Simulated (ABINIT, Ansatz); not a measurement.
# ZnSe (Stilleite): G0W0 on several meshes in ABINIT

Aim: the GW shift of ZnSe (Stilleite) against the k mesh.

Method: PBE and many-body steps on it, plane waves, in ABINIT 10.8.3.

### 1. The starting structure

It takes space group F-43m (No. 216, cubic). The conventional cell has a = 5.668 Å, b = 5.668 Å, c = 5.668 Å, α = 90.00°, β = 90.00°, γ = 90.00°. Zn has 4 Se at 2.45 Å nearest. Nearest to Se lie 4 Zn at 2.45 Å. Farther neighbours and most contacts between anions are not listed.

The cell and positions come from the Crystallography Open Database and are kept as given unless a step says otherwise.

### 2. Empty states on the mesh, 4×4×4 mesh, 129 bands

This step: ABINIT 10.8.3; DFT, PBE, plane waves, norm-conserving pseudopotentials.

The sums over transitions need many empty states on a uniform mesh; this step solves for them.

The input, run.abi:

```
acell 3*1.0 Angstrom
rprim 
  -0.000000000000 2.833800000000 2.833800000000
  2.833800000000 -0.000000000000 2.833800000000
  2.833800000000 2.833800000000 0.000000000000
ntypat 2
znucl 30 34
natom 2
typat 1 2
xred 
  0.000000000000 0.000000000000 0.000000000000
  0.250000000000 0.250000000000 0.250000000000
pp_dirpath "pseudos"
pseudos "Zn.upf, Se.upf"
ecut 39
ngkpt 4 4 4
nshiftk 1
shiftk 0 0 0
kptopt 1
chksymbreak 0
irdden 1
istwfk *1
nband 129
prtvol 0
optdriver 6
gwr_task "HDIAGO"
paral_kgb 0
occopt 1
indata_prefix "in"
outdata_prefix "out"
tmpdata_prefix "tmp"
```

The run is started by

```console
OMP_NUM_THREADS=1 mpirun -n 4 abinit run.abi > log
```

Numbers of over 12 decimals in the logs are rounded to 6 here.

The log of the run:

```text
.Version 10.8.3 of ABINIT. v10.8.2 released Aug 2026.

 Symmetries : space group F-4 3 m (#216); Bravais cF (face-center cubic)
[... echo of the input left out ...]
== DATASET  1 ==================================================================
-   mpi_nproc: 4, omp_nthreads: 1 (-1 if OMP is not activated)

--- !DatasetInfo
iteration_state: {dtset: 1, }
dimensions: {natom: 2, nkpt: 8, mband: 129, nsppol: 1, nspinor: 1, nspden: 1, mpw: 3591, }
cutoff_energies: {ecut:  39.0, pawecutdg:  -1.0, }
[...]
Direct band gap semiconductor
 Fundamental gap:     1.288 (eV)
   VBM:     3.405 (eV) at k: [ 0.0000E+00,  0.0000E+00,  0.0000E+00]
   CBM:     4.693 (eV) at k: [ 0.0000E+00,  0.0000E+00,  0.0000E+00]
 Direct gap:         1.288 (eV) at k: [ 0.0000E+00,  0.0000E+00,  0.0000E+00]

== END DATASET(S) ==============================================================
================================================================================

 -outvars: echo values of variables after computation  --------
           etotal      0.0000000000E+00
            nband         129
             nkpt           8
          spgroup         216
 [... the other variables as echoed above ...]

 Calculation completed.
```

It took 1.8 min on 4 MPI ranks of Arm Neoverse N1, shared host; peak memory 3 GiB.

This step gave:

* gap: 1.288 eV
* k of the valence top: 0, 0, 0
* k of the conduction bottom: 0, 0, 0
* least direct gap: 1.288 eV
* k points computed: 8
* lowest point of the top converged band, above the valence top: 88.1516 eV

On this mesh the gap is 1.288 eV.

The density comes from a self-consistent run that is not shown.

### 3. Screening, 4×4×4 mesh, 60 bands, screening to 114.3 eV

The RPA dielectric matrix is built and inverted for each q.

This step: RPA screening on PBE, plane waves, norm-conserving pseudopotentials.

run.abi, as its differences from that of step 2:

```diff
@@ -20,10 +20,11 @@
 chksymbreak 0
-irdden 1
 istwfk *1
-nband 129
-prtvol 0
-optdriver 6
-gwr_task "HDIAGO"
-paral_kgb 0
 occopt 1
+irdwfk 1
+optdriver 3
+nband 60
+ecuteps 4.2
+inclvkb 2
+awtr 1
+symchi 1
 indata_prefix "in"
```

The log of the run:

```text
.Version 10.8.3 of ABINIT. v10.8.2 released Aug 2026.

 Symmetries : space group F-4 3 m (#216); Bravais cF (face-center cubic)
[... echo of the input left out ...]
== DATASET  1 ==================================================================
-   mpi_nproc: 4, omp_nthreads: 1 (-1 if OMP is not activated)

--- !DatasetInfo
iteration_state: {dtset: 1, }
dimensions: {natom: 2, nkpt: 8, mband: 60, nsppol: 1, nspinor: 1, nspden: 1, mpw: 3591, }
cutoff_energies: {ecut:  39.0, pawecutdg:  -1.0, }
electrons: {nelect:   3.60000000E+01, charge:   0.00000000E+00, occopt:   1.00000000E+00, tsmear:   1.00000000E-02, }

 SCREENING: Calculation of the susceptibility and dielectric matrices

 Based on a program developped by R.W. Godby, V. Olevano, G. Onida, and L. Reining.
 Incorporated in ABINIT by V. Olevano, G.-M. Rignanese, and M. Torrent.
.Using double precision arithmetic ; gwpc =  8

[... cell and pseudopotentials left out ...]
--------------------------------------------------------------------------------

 ==== K-mesh for the wavefunctions ====
 Number of points in the irreducible wedge :     8
[... list of points left out ...]
 Together with 24 symmetry operations and time-reversal symmetry
 yields    64 points in the full Brillouin Zone.

 ==== Q-mesh for the screening function ====
 Number of points in the irreducible wedge :     8
[... list of points left out ...]
 Together with 24 symmetry operations and time-reversal symmetry
 yields    64 points in the full Brillouin Zone.

 setmesh: FFT mesh size selected  =    30x   30x   30
          total number of points  =        27000

 vcoul_init : cutoff-mode = AUXILIARY_FUNCTION
 q-points for optical limit:   1
     1)      0.000010    0.000020    0.000030

- screening: taking advantage of time-reversal symmetry
- Maximum band index for partially occupied states nbvw = 18
- Remaining bands to be divided among processors   nbcw = 42
- Number of bands treated by each node ~10

 Number of electrons calculated from density =   36.0000; Expected =   36.0000
 average of density, n =  0.117211
 r_s =    1.2676
 omega_plasma =   33.0248 [eV]

 calculating chi0 at frequencies [eV] :
  1    0.000000E+00    0.000000E+00
  2    0.000000E+00    3.302477E+01

--------------------------------------------------------------------------------
  q-point number  1        q = ( 0.000000, 0.000000, 0.000000) [r.l.u.]
--------------------------------------------------------------------------------
[... chi0 elements left out ...]
 For q-point:  0.000010 0.000020 0.000030
  dielectric constant =  13.9607
  dielectric constant without local fields =  14.9650

  Average fulfillment of the sum rule on Im[epsilon] for q-point    1 :     29.33  [%]
[... wings left out ...]
  q-point number  2        q = ( 0.250000, 0.000000, 0.000000) [r.l.u.]
--------------------------------------------------------------------------------
[... chi0 elements left out ...]
  Average fulfillment of the sum rule on Im[epsilon] for q-point    2 :     37.31  [%]

 [... 6 further q-points ...]
```

It took 35 s on 4 MPI ranks; peak memory 0.75 GiB.

Numbers from this step:

```
ε∞ with local fields, on this mesh, along the program's q direction : 13.96
the same without local fields                                       : 14.96
plasma frequency                                                    : 33.02 eV
plane waves in the screening matrix                                 : 137
```

Local fields lower ε∞ by 7 %. On a Γ-centred mesh this coarse the value itself is usually too large, while a short band sum pulls it down.

### 4. 4×4×4

The self-energy is evaluated for the states that the input lists, and the levels follow from it, in one-shot runs by the linearised quasiparticle equation.

This step: G0W0 on PBE, plane waves, norm-conserving pseudopotentials.

run.abi, as its differences from that of step 3:

```diff
@@ -23,8 +23,15 @@
 irdwfk 1
-optdriver 3
+optdriver 4
 nband 60
+gwcalctyp 0
+ecutsigx 39
+symsigma 1
+nkptgw 1
+kptgw 
+  0.0000000000 0.0000000000 0.0000000000
+bdgw 
+  16 22
 ecuteps 4.2
-inclvkb 2
-awtr 1
-symchi 1
+irdscr 1
+ppmodel 1
 indata_prefix "in"
```

The log of the run:

```text
.Version 10.8.3 of ABINIT. v10.8.2 released Aug 2026.

 Symmetries : space group F-4 3 m (#216); Bravais cF (face-center cubic)
[... echo of the input left out ...]
== DATASET  1 ==================================================================
-   mpi_nproc: 4, omp_nthreads: 1 (-1 if OMP is not activated)

--- !DatasetInfo
iteration_state: {dtset: 1, }
dimensions: {natom: 2, nkpt: 8, mband: 60, nsppol: 1, nspinor: 1, nspden: 1, mpw: 3591, }
cutoff_energies: {ecut:  39.0, pawecutdg:  -1.0, }
electrons: {nelect:   3.60000000E+01, charge:   0.00000000E+00, occopt:   1.00000000E+00, tsmear:   1.00000000E-02, }

 SIGMA: Calculation of the GW corrections

 Based on a program developped by R.W. Godby, V. Olevano, G. Onida, and L. Reining.
 Incorporated in ABINIT by V. Olevano, G.-M. Rignanese, and M. Torrent.
.Using double precision arithmetic ; gwpc =  8

[... cell and pseudopotentials left out ...]
--------------------------------------------------------------------------------

 ==== K-mesh for the wavefunctions ====
 Number of points in the irreducible wedge :     8
[... list of points left out ...]
 Together with 24 symmetry operations and time-reversal symmetry
 yields    64 points in the full Brillouin Zone.

 ==== Q-mesh for screening function ====
 Number of points in the irreducible wedge :     8
[... list of points left out ...]
 Together with 24 symmetry operations and time-reversal symmetry
 yields    64 points in the full Brillouin Zone.

 vcoul_init : cutoff-mode = AUXILIARY_FUNCTION
 q-points for optical limit:   1
     1)      0.000010    0.000020    0.000030
 setmesh: FFT mesh size selected  =    45x   45x   45
          total number of points  =        91125

 Number of electrons calculated from density =   36.0000; Expected =   36.0000
 average of density, n =  0.117211
 r_s =    1.2676
 omega_plasma =   33.0248 [eV]

 === KS Band Gaps ===
  >>>> For spin  1
   Minimum direct gap =   1.2881 [eV], located at k-point      :   0.0000  0.0000  0.0000
   Fundamental gap    =   1.2881 [eV], Top of valence bands at :   0.0000  0.0000  0.0000
                                       Bottom of conduction at :   0.0000  0.0000  0.0000
 SIGMA fundamental parameters:
 PLASMON POLE MODEL  1
 number of plane-waves for SigmaX                 3527
 number of plane-waves for SigmaC and W            137
 number of plane-waves for wavefunctions          3527
 number of bands                                    60
 number of independent spin polarizations            1
 number of spinorial components                      1
 number of k-points in IBZ                           8
 number of q-points in IBZ                           8
 number of symmetry operations                      24
 number of k-points in BZ                           64
 number of q-points in BZ                           64
 number of frequencies for dSigma/dE                 9
 frequency step for dSigma/dE [eV]                0.25
 number of omega for Sigma on real axis              0
 max omega for Sigma on real axis  [eV]           0.00
 zcut for avoiding poles [eV]                     0.10

 EPSILON^-1 parameters (SCR file):
 dimension of the eps^-1 matrix on file            137
 dimension of the eps^-1 matrix used               137
 number of plane-waves for wavefunctions          3527
 number of bands                                    60
 number of q-points in IBZ                           8
 number of frequencies                               2
 number of real frequencies                          1
 number of imag frequencies                          1

 matrix elements of self-energy operator (all in [eV])

 Perturbative Calculation

--- !SelfEnergy_ee
iteration_state: {dtset: 1, }
kpoint     : [   0.000,    0.000,    0.000, ]
spin       : 1
KS_gap     :    1.288
QP_gap     :    2.572
Delta_QP_KS:    1.284
data: !SigmaeeData |
     Band     E0 <VxcDFT>   SigX SigC(E0)      Z dSigC/dE  Sig(E)    E-E0       E
       16   3.405 -16.589 -20.446   2.597   0.797  -0.254 -17.594  -1.005   2.400
       17   3.405 -16.589 -20.446   2.597   0.797  -0.254 -17.594  -1.005   2.400
       18   3.405 -16.589 -20.446   2.597   0.797  -0.254 -17.594  -1.005   2.400
       19   4.693 -12.624  -8.875  -3.407   0.815  -0.228 -12.345   0.279   4.972
       20   9.220 -10.891  -5.994  -4.040   0.812  -0.232 -10.195   0.695   9.915
       21   9.220 -10.891  -5.994  -4.040   0.812  -0.232 -10.195   0.695   9.915
       22   9.220 -10.891  -5.994  -4.040   0.812  -0.232 -10.195   0.695   9.915

== END DATASET(S) ==============================================================
================================================================================

 -outvars: echo values of variables after computation  --------
           etotal      0.0000000000E+00
            nband          60
             nkpt           8
          spgroup         216
 [... the other variables as echoed above ...]

 Calculation completed.
```

Run time: 6.3 s. Hardware: 4 MPI ranks; peak memory 0.59 GiB.

This step gave:

```
G0W0 gap on the points computed              : 2.572 eV
starting gap on the mesh                     : 1.288 eV
k of the valence top                         : 0, 0, 0
k of the conduction bottom                   : 0, 0, 0
Z at the valence top                         : 0.797
Z at the conduction bottom                   : 0.815
least direct G0W0 gap on the computed points : 2.572 eV
```

The gap on the mesh goes from 1.29 eV to 2.57 eV, a correction of +1.28 eV.

### 5. Empty states on the mesh, 6×6×6 mesh, 66 bands

This step: DFT, PBE, plane waves, norm-conserving pseudopotentials.

run.abi, as its differences from that of step 4:

```diff
@@ -15,3 +15,3 @@
 ecut 39
-ngkpt 4 4 4
+ngkpt 6 6 6
 nshiftk 1
@@ -20,18 +20,10 @@
 chksymbreak 0
+iscf -2
+irdden 1
 istwfk *1
-occopt 1
-irdwfk 1
-optdriver 4
-nband 60
-gwcalctyp 0
-ecutsigx 39
-symsigma 1
-nkptgw 1
-kptgw 
-  0.0000000000 0.0000000000 0.0000000000
-bdgw 
-  16 22
-ecuteps 4.2
-irdscr 1
-ppmodel 1
+nband 66
+nbdbuf 6
+tolwfr 1e-09
+nstep 60
+prtvol 0
 indata_prefix "in"
```

The log of the run:

```text
.Version 10.8.3 of ABINIT. v10.8.2 released Aug 2026.

 Symmetries : space group F-4 3 m (#216); Bravais cF (face-center cubic)
[... echo of the input left out ...]
== DATASET  1 ==================================================================
-   mpi_nproc: 4, omp_nthreads: 1 (-1 if OMP is not activated)

--- !DatasetInfo
iteration_state: {dtset: 1, }
dimensions: {natom: 2, nkpt: 16, mband: 66, nsppol: 1, nspinor: 1, nspden: 1, mpw: 3593, }
cutoff_energies: {ecut:  39.0, pawecutdg:  -1.0, }
[...]
1.65607    1.65607    1.67125    1.67125    1.67125    1.70196    1.70196    1.70196
   1.75590    1.75590    1.75590    1.75728    1.75728    1.75728    1.81355    1.81355
   1.86230    1.98486
 prteigrs : prtvol=0 or 1, do not print more k-points.

== END DATASET(S) ==============================================================
================================================================================

 -outvars: echo values of variables after computation  --------
            nband          66
             nkpt          16
          spgroup         216
 [... the other variables as echoed above ...]

 Calculation completed.
```

The job ended after 42 s (4 MPI ranks; peak memory 0.31 GiB).

This step gave:

```
gap                                                           : 1.288 eV
k of the valence top                                          : 0, 0, 0
k of the conduction bottom                                    : 0, 0, 0
least direct gap                                              : 1.288 eV
k points computed                                             : 16
lowest point of the top converged band, above the valence top : 44.41 eV
```

On this mesh the gap is 1.288 eV.

### 6. Screening, 6×6×6 mesh, 60 bands, screening to 114.3 eV

This step: RPA screening on PBE, plane waves, norm-conserving pseudopotentials.

run.abi, as its differences from that of step 5:

```diff
@@ -20,10 +20,11 @@
 chksymbreak 0
-iscf -2
-irdden 1
 istwfk *1
-nband 66
-nbdbuf 6
-tolwfr 1e-09
-nstep 60
-prtvol 0
+occopt 1
+irdwfk 1
+optdriver 3
+nband 60
+ecuteps 4.2
+inclvkb 2
+awtr 1
+symchi 1
 indata_prefix "in"
```

The log of the run:

```text
.Version 10.8.3 of ABINIT. v10.8.2 released Aug 2026.

 Symmetries : space group F-4 3 m (#216); Bravais cF (face-center cubic)
[... echo of the input left out ...]
== DATASET  1 ==================================================================
-   mpi_nproc: 4, omp_nthreads: 1 (-1 if OMP is not activated)

--- !DatasetInfo
iteration_state: {dtset: 1, }
dimensions: {natom: 2, nkpt: 16, mband: 60, nsppol: 1, nspinor: 1, nspden: 1, mpw: 3593, }
cutoff_energies: {ecut:  39.0, pawecutdg:  -1.0, }
electrons: {nelect:   3.60000000E+01, charge:   0.00000000E+00, occopt:   1.00000000E+00, tsmear:   1.00000000E-02, }

 SCREENING: Calculation of the susceptibility and dielectric matrices

 Based on a program developped by R.W. Godby, V. Olevano, G. Onida, and L. Reining.
 Incorporated in ABINIT by V. Olevano, G.-M. Rignanese, and M. Torrent.
.Using double precision arithmetic ; gwpc =  8

[... cell and pseudopotentials left out ...]
--------------------------------------------------------------------------------

 ==== K-mesh for the wavefunctions ====
 Number of points in the irreducible wedge :    16
[... list of points left out ...]
 Together with 24 symmetry operations and time-reversal symmetry
 yields   216 points in the full Brillouin Zone.

 ==== Q-mesh for the screening function ====
 Number of points in the irreducible wedge :    16
[... list of points left out ...]
 Together with 24 symmetry operations and time-reversal symmetry
 yields   216 points in the full Brillouin Zone.

 setmesh: FFT mesh size selected  =    30x   30x   30
          total number of points  =        27000

 vcoul_init : cutoff-mode = AUXILIARY_FUNCTION
 q-points for optical limit:   1
     1)      0.000010    0.000020    0.000030

- screening: taking advantage of time-reversal symmetry
- Maximum band index for partially occupied states nbvw = 18
- Remaining bands to be divided among processors   nbcw = 42
- Number of bands treated by each node ~10

 Number of electrons calculated from density =   36.0000; Expected =   36.0000
 average of density, n =  0.117211
 r_s =    1.2676
 omega_plasma =   33.0248 [eV]

 calculating chi0 at frequencies [eV] :
  1    0.000000E+00    0.000000E+00
  2    0.000000E+00    3.302477E+01

--------------------------------------------------------------------------------
  q-point number  1        q = ( 0.000000, 0.000000, 0.000000) [r.l.u.]
--------------------------------------------------------------------------------
[... chi0 elements left out ...]
 For q-point:  0.000010 0.000020 0.000030
  dielectric constant =   8.6455
  dielectric constant without local fields =   9.4721

  Average fulfillment of the sum rule on Im[epsilon] for q-point    1 :     29.42  [%]
[... wings left out ...]
  q-point number  2        q = ( 0.166667, 0.000000, 0.000000) [r.l.u.]
--------------------------------------------------------------------------------
[... chi0 elements left out ...]
  Average fulfillment of the sum rule on Im[epsilon] for q-point    2 :     39.40  [%]

 [... 14 further q-points ...]
```

It took 3.9 min on 4 MPI ranks; peak memory 1.3 GiB.

This step gave:

| Quantity | Value |
| --- | --- |
| ε∞ with local fields, on this mesh, along the program's q direction | 8.646 |
| the same without local fields | 9.472 |
| plasma frequency | 33.02 eV |
| plane waves in the screening matrix | 137 |

(Continued in part 2 of 2.)

[Paths, hosts, dates, memory and timing lines, banners, echoed tables and standing remarks are left out of the program output.]

[Logs are printed without paths, hosts, clocks, repeated set-up lines and the standing remarks that a program may print on its own settings, such as how far it seeks lower states.]

[Runs of the session that timed out or met a known fault of the program may be left out.]

[No measured gap is set beside runs whose start may be inverted or whose files or cutoffs have a known fault.]

[Hosts, paths, dates, database ids (printed as entryN), source tags and the programs' standing remarks are cut or masked in the printed files.]

[G0W0 gaps are taken among the corrected bands and points alone; a level outside them can change the order at an edge.]

[Where Ansatz stands beside ABINIT at settings called matched, ABINIT's density can come from a denser mesh and the files from another edition; pairs whose starting gaps differed by over 0.03 eV were left out, so agreement reads better than it is.]
